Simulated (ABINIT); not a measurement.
# Quasiparticle gap of BP (F-43m) in ABINIT

Aim: the G0W0 gap of BP (F-43m) on PBE, step by step.

Main program and level: ABINIT 10.8.3; PBE and many-body steps on it, plane waves.

## 1. Starting point

The structure is cubic, space group F-43m (No. 216). Conventional cell: a = 4.538 Å, b = 4.538 Å, c = 4.538 Å, α = 90.00°, β = 90.00°, γ = 90.00°. Nearest to B lie 4 P at 1.97 Å. Nearest to P lie 4 B at 1.97 Å. Farther neighbours are not listed.

The cell and positions come from the Crystallography Open Database and are kept as given unless a step says otherwise.

## 2. Ground state

This step: ABINIT 10.8.3; DFT, PBE, plane waves, norm-conserving pseudopotentials.

The ground-state density comes first.

run.abi reads:

```
acell 3*1.0 Angstrom
rprim 
  0.000000000000 2.269000000000 2.269000000000
  2.269000000000 0.000000000000 2.269000000000
  2.269000000000 2.269000000000 0.000000000000
ntypat 2
znucl 5 15
natom 2
typat 1 2
xred 
  0.000000000000 0.000000000000 0.000000000000
  0.250000000000 0.250000000000 0.250000000000
pp_dirpath "pseudos"
pseudos "B.upf, P.upf"
ecut 34
ngkpt 8 8 8
nshiftk 1
shiftk 0 0 0
kptopt 1
chksymbreak 0
nband 9
occopt 1
tolvrs 1e-10
nstep 60
prtwf 0
optforces 0
optstress 0
indata_prefix "in"
outdata_prefix "out"
tmpdata_prefix "tmp"
```

Command:

```sh
$ OMP_NUM_THREADS=1 mpirun -n 8 abinit run.abi > log
```

Numbers of over 12 decimals in the logs are rounded to 6 here.

Log:

```text
.Version 10.8.3 of ABINIT. v10.8.2 released Aug 2026.

 Symmetries : space group F-4 3 m (#216); Bravais cF (face-center cubic)
================================================================================
 Values of the parameters that define the memory need of the present run
     intxc =       0    ionmov =       0      iscf =       7    lmnmax =       6
     lnmax =       6     mgfft =      32  mpssoang =       3    mqgrid =    3001
     natom =       2  nloc_mem =       1    nspden =       1   nspinor =       1
    nsppol =       1      nsym =      24    n1xccc =    2501    ntypat =       2
    occopt =       1   xclevel =       2
-    mband =           9        mffmem =           1         mkmem =           4
       mpw =        1506          nfft =       32768          nkpt =          29
================================================================================
  Rough estimation (10% accuracy) of disk space for files :
================================================================================

--------------------------------------------------------------------------------
------------- Echo of variables that govern the present computation ------------
--------------------------------------------------------------------------------
 -outvars: echo values of preprocessed input variables --------
            acell      1.8897261259E+00  1.8897261259E+00  1.8897261259E+00 Bohr

      chksymbreak           0
             ecut      3.40000000E+01 Hartree
-          fftalg         312

              ixc     -101130
              kpt      0.00000000E+00  0.00000000E+00  0.00000000E+00
                       1.25000000E-01  0.00000000E+00  0.00000000E+00
                       2.50000000E-01  0.00000000E+00  0.00000000E+00
                       3.75000000E-01  0.00000000E+00  0.00000000E+00
                       5.00000000E-01  0.00000000E+00  0.00000000E+00
                       1.25000000E-01  1.25000000E-01  0.00000000E+00
                       2.50000000E-01  1.25000000E-01  0.00000000E+00
                       3.75000000E-01  1.25000000E-01  0.00000000E+00
                       5.00000000E-01  1.25000000E-01  0.00000000E+00
   [... 18 further rows ...]
                      -3.75000000E-01  5.00000000E-01  1.25000000E-01
                      -2.50000000E-01  5.00000000E-01  2.50000000E-01
         kptrlatt        8    0    0      0    8    0      0    0    8
          kptrlen      4.85107901E+01
P           mkmem           4
            natom           2
            nband           9
            ngfft          32      32      32
             nkpt          29
            nstep          60
             nsym          24
           ntypat           2
              occ      2.000000  2.000000  2.000000  2.000000  0.000000  0.000000
[...]
optforces           0
        optstress           0
            prtwf           0
            rprim      0.0000000000E+00  2.2690000000E+00  2.2690000000E+00
[...]
spgroup         216

           tolvrs      1.00000000E-10

             xred      0.0000000000E+00  0.0000000000E+00  0.0000000000E+00
[...]
znucl        5.00000   15.00000

================================================================================

 chkinp: Checking input parameters for consistency.

================================================================================
== DATASET  1 ==================================================================
-   mpi_nproc: 8, omp_nthreads: 1 (-1 if OMP is not activated)

--- !DatasetInfo
iteration_state: {dtset: 1, }
dimensions: {natom: 2, nkpt: 29, mband: 9, nsppol: 1, nspinor: 1, nspden: 1, mpw: 1506, }
cutoff_energies: {ecut:  34.0, pawecutdg:  -1.0, }
electrons: {nelect:   8.00000000E+00, charge:   0.00000000E+00, occopt:   1.00000000E+00, tsmear:   1.00000000E-02, }

 Real(R)+Recip(G) space primitive vectors, cartesian coordinates (Bohr,Bohr^-1):
 R(1)=  0.0000000  4.2877886  4.2877886  G(1)= -0.1166102  0.1166102  0.1166102
 R(2)=  4.2877886  0.0000000  4.2877886  G(2)=  0.1166102 -0.1166102  0.1166102
 R(3)=  4.2877886  4.2877886  0.0000000  G(3)=  0.1166102  0.1166102 -0.1166102
 Unit cell volume ucvol=  1.5766311E+02 bohr^3
 Angles (23,13,12)=  6.00000000E+01  6.00000000E+01  6.00000000E+01 degrees

 getcut: wavevector=  0.0000  0.0000  0.0000  ngfft=  32  32  32
         ecut(hartree)=     34.000   => boxcut(ratio)=   2.01047

--- Pseudopotential description ------------------------------------------------
- B Generated using ONCVPSP code by D. R. Hamann
-  5.00000   3.00000  171031                  znucl, zion, pspdat
12 -101130 1 -1 1534                          pspcod,pspxc,lmax,lloc,mmax
     nproj     2     2     0
  pspatm : epsatm=    3.38844616
         --- l  ekb(1:nproj) -->
[...]
pspatm: atomic psp has been read  and splines computed

- P Generated using ONCVPSP code by D. R. Hamann
- 15.00000   5.00000  171031                  znucl, zion, pspdat
12 -101130 2 -1 1298                          pspcod,pspxc,lmax,lloc,mmax
     nproj     2     2     2
  pspatm : epsatm=    8.05910421
         --- l  ekb(1:nproj) -->
[...]
2   -3.154982   -0.827415
 pspatm: atomic psp has been read  and splines computed

   9.15804030E+01                                ecore*ucvol(ha*bohr**3)
--------------------------------------------------------------------------------

_setup2: Arith. and geom. avg. npw (full set) are    1493.475    1493.449

================================================================================

--- !BeginCycle
iteration_state: {dtset: 1, }
solver: {iscf: 7, nstep: 60, nline: 4, wfoptalg: 0, }
tolerances: {tolvrs: 1.00E-10, }

     iter   Etot(hartree)      deltaE(h)  residm     vres2
 ETOT  1  -9.869870    -9.870E+00 5.216E-02 9.030E+01
 ETOT  2  -9.892252    -2.238E-02 4.815E-03 1.817E+01
 ETOT  3  -9.896686    -4.435E-03 5.351E-03 1.261E-01
 ETOT  4  -9.896710    -2.323E-05 7.433E-03 2.373E-03
 ETOT  5  -9.896710    -1.775E-07 5.378E-03 4.971E-05
 ETOT  6  -9.896710    -3.536E-09 2.331E-03 6.175E-07
 ETOT  7  -9.896710    -5.033E-11 7.999E-04 1.692E-08
 ETOT  8  -9.896710    -9.397E-13 1.683E-04 3.445E-10
 ETOT  9  -9.896710     2.363E-13 6.151E-05 1.548E-12

 At SCF step    9       vres2   =  1.55E-12 < tolvrs=  1.00E-10 =>converged.

--- !ResultsGS
iteration_state: {dtset: 1, }
comment   : Summary of ground state results
lattice_vectors:
- [  0.0000000,   4.2877886,   4.2877886, ]
- [  4.2877886,   0.0000000,   4.2877886, ]
- [  4.2877886,   4.2877886,   0.0000000, ]
lattice_lengths: [   6.06385,    6.06385,    6.06385, ]
lattice_angles: [ 60.000,  60.000,  60.000, ] # degrees, (23, 13, 12)
lattice_volume:   1.5766311E+02
convergence: {deltae:  2.363E-13, res2:  1.548E-12, residm:  6.151E-05, diffor:  0.000E+00, }
etotal    :  -9.89670974E+00
entropy   :   0.00000000E+00
fermie    :   2.67006735E-01
cartesian_stress_tensor: null
pressure_GPa: null
xred      :
- [  0.0000E+00,   0.0000E+00,   0.0000E+00,  B]
- [  2.5000E-01,   2.5000E-01,   2.5000E-01,  P]
cartesian_forces: null
force_length_stats: {min: null, max: null, mean: null, }

 Integrated electronic density in atomic spheres:
 ------------------------------------------------
 Atom  Sphere_radius  Integrated_density
    1        2.00000          2.70990900
    2        2.00000          2.92263652
================================================================================

 ----iterations are completed or convergence reached----

 Mean square residual over all n,k,spin=   47.057E-08; max=  61.505E-06
 reduced coordinates (array xred) for    2 atoms
       0.000000000000      0.000000000000      0.000000000000
       0.250000000000      0.250000000000      0.250000000000
 rms dE/dt=  0.0000E+00; max dE/dt=  0.0000E+00; dE/dt below (all hartree)
    1       0.000000000000      0.000000000000      0.000000000000
    2       0.000000000000      0.000000000000      0.000000000000

 cartesian coordinates (angstrom) at end:
    1      0.000000     0.000000     0.000000
    2      1.134500     1.134500     1.134500
 length scales=  1.889726125908  1.889726125908  1.889726125908 bohr
              =  1.000000000000  1.000000000000  1.000000000000 angstroms
 prteigrs : about to open file out_EIG
 Fermi (or HOMO) energy (hartree) =   0.26701   Average Vxc (hartree)=  -0.39956
 Eigenvalues (hartree) for nkpt=  29  k points:
 kpt#   1, nband=  9, wtk=  0.00195, kpt=  0.0000  0.0000  0.0000 (reduced coord)
  -0.30111    0.26701    0.26701    0.26701    0.39220    0.39220    0.39220    0.53740
   0.69048
 prteigrs : prtvol=0 or 1, do not print more k-points.

--- !EnergyTerms
iteration_state     : {dtset: 1, }
comment             : Components of total free energy in Hartree
kinetic             :  4.64395738634320E+00
hartree             :  6.30836753486012E-01
xc                  : -3.32226206940715E+00
Ewald energy        : -1.04916197636976E+01
psp_core            :  5.80861330051174E-01
local_psp           : -2.96903600272399E+00
non_local_psp       :  1.03055262904093E+00
total_energy        : -9.89670973690742E+00
total_energy_eV     : -2.69303191215349E+02
band_energy         :  2.27567509801295E-01

== END DATASET(S) ==============================================================
================================================================================

 -outvars: echo values of variables after computation  --------
           etotal     -9.8967097369E+00
            nband           9
             nkpt          29
          spgroup         216
 [... the other variables as echoed above ...]

 Calculation completed.
```

Elapsed: 8.2 s, on 8 MPI ranks of Intel Xeon Platinum 8259CL at 2.50GHz (Skylake/Cascade Lake), shared host; peak memory 0.55 GiB; 63 s of CPU time.

Numbers from this step:

```yaml
total_energy: -269.3032 eV
gap: 1.280 eV
k_of_the_valence_top: 0, 0, 0
k_of_the_conduction_bottom: 0.375, 0.375, 0
least_direct_gap: 3.407 eV
```

The gap is indirect, with the least direct gap 2.13 eV higher.

(Continued in part 2 of 3.)

[Paths, hosts, dates, memory and timing lines, banners, echoed tables and standing remarks are left out of the program output.]

[Logs are printed without paths, hosts, clocks, repeated set-up lines and the standing remarks that a program may print on its own settings, such as how far it seeks lower states.]

[Runs of the session that timed out or met a known fault of the program may be left out.]

[Hosts, paths, dates, database ids (printed as entryN), source tags and the programs' standing remarks are cut or masked in the printed files.]

[G0W0 gaps are taken among the corrected bands and points alone; a level outside them can change the order at an edge.]

[Where Ansatz stands beside ABINIT at settings called matched, ABINIT's density can come from a denser mesh and the files from another edition; pairs whose starting gaps differed by over 0.03 eV were left out, so agreement reads better than it is.]
